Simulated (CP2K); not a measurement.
Consider tetrafluoroethylene at its PBE geometry (Å).

```xyz
6

F    -1.3696    0.0028    1.1850
C    -0.6699   -0.0183    0.0406
F    -1.4794   -0.0926   -1.0209
C     0.6699    0.0183   -0.0406
F     1.3696   -0.0028   -1.1850
F     1.4794    0.0926    1.0209
```

Method: CP2K XAS_TDP, all-electron GAPW, PBEh(45%), aug-cc-pVDZ, TDA, no relativity.

**Question.** Predict the bright core excitations at the C K edge.

Leading lines: C2 286.23 eV. The leading line of an atom is its first one with 35 % of the strongest within 2.5 eV of its lowest line over the strength cut. 

The first six lines of each atom with a strength over 0.0015:

| atom | energy (eV) | states | strength, one atom |
| --- | --- | --- | --- |
| C2 (bonded to C and 2 F), 2 alike | 286.23 | 1 | 0.0658 |
|  | 287.31 | 1 | 0.0535 |
|  | 288.71 | 1 | 0.0215 |
|  | 291.24 | 1 | 0.0016 |
|  | 291.55 | 1 | 0.0075 |
|  | 291.73 | 1 | 0.0049 |

Lines are vertical, at one geometry, with no vibrational structure. Without a correction of the core level, line positions, and the gaps between valence and Rydberg lines, follow the share of exact exchange. At this level such K lines come out 3 to 6 eV under measured ones. These values hold no scalar relativity, about 0.1 eV for C 1s. Rydberg lines, and the discretised continuum above threshold, depend on the basis and the box.

[Banner, clock and machine lines of the logs are left out without a mark of their own.]

[Logs are printed without paths, hosts, clocks, repeated set-up lines and the standing remarks that a program may print on its own settings, such as how far it seeks lower states.]

[Hosts, paths, dates, database ids (printed as entryN), source tags and the programs' standing remarks are cut or masked in the printed files.]
